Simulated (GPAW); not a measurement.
# A GW chain in GPAW: CsH (Pm-3m), part 2 of 2

Wanted: ground state, empty states, screening and self-energy for CsH (Pm-3m).

GPAW 26.7.0; LDA and many-body steps on it, plane waves. Known limits of the many-body steps: not at the basis limit; no spin-orbit coupling; coarse k mesh.

So far. Step 2 (Ground state): The gap is indirect, with the least direct gap 0.18 eV higher. Step 3 (Empty states on the mesh, 4×4×4 mesh, 186 bands): On this mesh the gap is 2.272 eV.

### Step 4. Screening and self-energy, 4×4×4 mesh, 176 bands, screening to 125 eV

G0W0 replaces the xc potential by the self-energy, built once from these orbitals. Only a window of levels is corrected, while the sums run over the empty bands that the input names.

This step: G0W0 on LDA, plane waves, PAW.

The input, run.py:

```python
import json
import numpy as np
from gpaw.mpi import world
from gpaw.response.g0w0 import G0W0

gw = G0W0('full.gpw',
    filename='gw',
    kpts=[0, 4, 9],
    bands=(3, 7),
    ecut=125,
    nbands=176,
    integrate_gamma='WS',
    ppa=True)
gw.calculate()
res = {mode: {k: v for k, v in r.items() if k != 'sigma_eskwn'}
       for mode, r in gw.all_results.items()}

if world.rank == 0:
    with open('result.json', 'w') as f:
        json.dump(res, f, default=lambda x: x.tolist())
```

Started as:

```
mpirun -n 4 gpaw python run.py
```

Numbers of over 12 decimals in the logs are rounded to 6 here.

The program printed:

```text
Using integrator: PointIntegrator
FrequencyGridDescriptor(from 0.000+0.000j to 0.000+27.211j eV, 2 points)
Nonperiodic BCs:  [False False False]
Using integrator: PointIntegrator
FrequencyGridDescriptor(from 0.000+0.000j to 0.000+27.211j eV, 2 points)
Nonperiodic BCs:  [False False False]
  ___  _ _ _
 |   || | | |
 | | || | | |
 |__ ||_____|
 |___|

BZ k-points: Symmetries present (total): 48

  [... matrices ...]
64 k-points: 4 x 4 x 4 Monkhorst-Pack grid + [1/8,1/8,1/8]
10 k-points in the irreducible part of the Brillouin zone
       k-points in crystal coordinates                weights
   0:     0.00000000    0.00000000    0.00000000          1/64
   1:     0.25000000    0.00000000    0.00000000          6/64
   2:     0.25000000    0.25000000    0.00000000         12/64
   3:     0.25000000    0.25000000    0.25000000          8/64
   4:     0.50000000    0.00000000    0.00000000          3/64
   5:     0.50000000    0.25000000    0.00000000         12/64
   6:     0.50000000    0.25000000    0.25000000         12/64
   7:     0.50000000    0.50000000    0.00000000          3/64
   8:     0.50000000    0.50000000    0.25000000          6/64
   9:     0.50000000    0.50000000    0.50000000          1/64

Distributing spins, k-points and bands (1 x 3 x 4) over 4 processes
Number of blocks: 1

Quasi particle states:
k-points (IBZ indices): [0, 4, 9]
Band range: (3, 7)
  [... matrices ...]
Computational parameters:
Plane wave cut-off: 125 eV
Number of bands: 176
Coulomb cutoff: None
Broadening: 0.1 eV

fxc modes: GW
Kernel: RPA
Using Godby-Needs plasmon-pole approximation:
  Fitting energy: i*E0, E0 = 1.000 Hartree
Summing all q:

Calculating screened Coulomb potential
No Coulomb truncation
FrequencyGridDescriptor(from 0.000+0.000j to 0.000+27.211j eV, 2 points)
Removing empty qpoint cache files...

Calculating chi0 body with:
    Ground state adapter containing:
    Number of spins: 1
    Number of kpoints: 64
    Number of irreducible kpoints: 10
    Number of completely occupied states: 5
    Number of partially occupied states: 5
    Occupied states memory: 1.0546875 M / cpu

    Linear response parametrization:
    q_c: [0.0, 0.0, 0.0]
    Number of frequency points: 2
    Planewave cutoff: 125.0
    Number of bands: 176
    Number of planewaves: 179
    Broadening (eta): 1e-06
    comm.size: 4
    kncomm.size: 4
    blockcomm.size: 1

    Memory estimate of potentially large arrays:
        chi0_wGG: 0.977814 M / cpu
Integrating chi0 body.

Symmetries of q_c:
    Direct symmetries (Uq -> q): 48
    Indirect symmetries (TUq -> q): 0
In total 48 allowed symmetries.

  [... matrices ...]
10 groups of equivalent kpoints. 84.375% reduction.

Integral kind: response function
Integrating chi0 head and wings.

Symmetries of q_c:
    Direct symmetries (Uq -> q): 48
    Indirect symmetries (TUq -> q): 0
In total 48 allowed symmetries.

  [... matrices ...]
10 groups of equivalent kpoints. 84.375% reduction.

Integral kind: response function wings

Calculating chi0 body with:
    Ground state adapter containing:
    Number of spins: 1
    Number of kpoints: 64
    Number of irreducible kpoints: 10
    Number of completely occupied states: 5
    Number of partially occupied states: 5
    Occupied states memory: 1.0546875 M / cpu

    Linear response parametrization:
[... the further q-points ...]

Results:
f:      Occupation numbers
eps:     KS-eigenvalues [eV]
vxc:     KS vxc [eV]
exx:     Exact exchange [eV]
sigma:   Self-energies [eV]
dsigma:  Self-energy derivatives
Z:       Renormalization factors
qp:      QP-energies [eV]

k-point 0 (0): (0.000, 0.000, 0.000)                GW
band       f     eps     vxc     exx   sigma  dsigma       Z      qp
                                                                   GW
   3   1.000  -4.266 -17.592 -21.692   2.282  -0.250   0.800  -5.720
   4   1.000   1.548  -9.383 -12.963   1.843  -0.286   0.777   0.198
   5   0.000   6.758  -9.555  -4.679  -3.705  -0.201   0.833   7.733
   6   0.000   6.758  -9.555  -4.679  -3.705  -0.201   0.833   7.733

k-point 1 (4): (0.500, 0.000, 0.000)                GW
band       f     eps     vxc     exx   sigma  dsigma       Z      qp
                                                                   GW
   3   1.000  -4.106 -17.853 -21.897   2.249  -0.249   0.800  -5.543
   4   1.000   3.406 -10.766 -13.941   1.441  -0.269   0.788   2.039
   5   0.000   5.957  -9.064  -4.623  -3.452  -0.194   0.837   6.785
   6   0.000   7.558 -10.230  -5.146  -3.781  -0.204   0.830   8.640

k-point 2 (9): (0.500, 0.500, 0.500)                GW
band       f     eps     vxc     exx   sigma  dsigma       Z      qp
                                                                   GW
   3   1.000  -5.268 -16.438 -20.859   2.466  -0.264   0.791  -6.815
   4   1.000   3.685  -9.769 -12.812   1.269  -0.273   0.785   2.293
   5   0.000   6.142  -8.504  -4.296  -3.340  -0.195   0.836   6.868
   6   0.000   6.142  -8.504  -4.296  -3.340  -0.195   0.836   6.868
```

Elapsed: 53 s, on 4 MPI ranks of Arm Neoverse V2, shared host; peak memory 1.1 GiB.

Numbers from this step:

- G0W0 gap on the points computed: 4.492 eV
- least direct G0W0 gap on the computed points: 4.575 eV
- Z at the valence top: 0.7853
- Z at the conduction bottom: 0.8373
- starting gap on the mesh: 2.272 eV
- k of the valence top: 0.5, 0.5, 0.5
- k of the conduction bottom: 0.5, 0, 0

The gap on the mesh goes from 2.27 eV to 4.49 eV, a correction of +2.22 eV.

Limits: finite bands, cutoff and mesh; no spin-orbit coupling; coarse k mesh. v1 is the top filled band, c1 the lowest empty one. The levels before and after the correction (eV, zero at the valence-band top of each column):

```
           conduction bottom  valence top
Kohn-Sham               2.27         0.00
     G0W0               4.49         0.00
```

```
                         level  energy (eV)
Kohn-Sham         (0.5 0 0) v2       -7.791
Kohn-Sham         (0.5 0 0) v1       -0.279
Kohn-Sham         (0.5 0 0) c1        2.272
Kohn-Sham         (0.5 0 0) c2        3.872
Kohn-Sham     (0.5 0.5 0.5) v2       -8.953
Kohn-Sham     (0.5 0.5 0.5) v1        0.000
Kohn-Sham  (0.5 0.5 0.5) c1-c2        2.457
     G0W0         (0.5 0 0) v2       -7.836
     G0W0         (0.5 0 0) v1       -0.254
     G0W0         (0.5 0 0) c1        4.492
     G0W0         (0.5 0 0) c2        6.347
     G0W0     (0.5 0.5 0.5) v2       -9.108
     G0W0     (0.5 0.5 0.5) v1        0.000
     G0W0  (0.5 0.5 0.5) c1-c2        4.575
```

### Step 5. Where the time went

Times are wall times on 4 MPI ranks of Arm Neoverse V2, shared host, good to a factor of about two.

```
                     step   time  share  memory (GiB)
             ground state  3.7 s    5 %          0.69
 empty states on the mesh   19 s   25 %           1.8
screening and self-energy   53 s   70 %           1.1
```

### Step 6. Summary of results

| Property | Result |
| --- | --- |
| LDA gap | 2.27 eV, indirect |
| G0W0 gap on the mesh | 4.49 eV |
| GW settings | 4×4×4 mesh, 176 bands, screening to 125 eV, Godby-Needs plasmon pole |
| known limits | not at the basis limit; no spin-orbit coupling; coarse k mesh |

In words: G0W0 moves the gap on the mesh from 2.27 eV to 4.49 eV (+2.22 eV), with Z of 0.79 and 0.84 at the edges. Only 3 of the mesh's irreducible points were corrected, so a valley elsewhere could overtake. The dearest step here is «screening and self-energy». Bands and cutoff are finite, so the gap is not at the basis limit. The miss can reach some tenths of an eV and take either sign; the mesh is an error of its own. These stock PAW sets were not made for GW. In the G0W0 run levels were corrected at 3 k points alone, so a gap called «on the mesh» is the least over those, and an edge elsewhere would be missed. The 4×4×4 mesh is coarse for this cell, which bears on the long-range parts of exchange and screening. The many-body steps are scalar-relativistic: spin-orbit coupling is not in them.

[Paths, hosts, dates, memory and timing lines, banners, echoed tables and standing remarks are left out of the program output.]

[Logs are printed without paths, hosts, clocks, repeated set-up lines and the standing remarks that a program may print on its own settings, such as how far it seeks lower states.]

[Runs of the session that timed out or met a known fault of the program may be left out.]

[Hosts, paths, dates, database ids (printed as entryN), source tags and the programs' standing remarks are cut or masked in the printed files.]
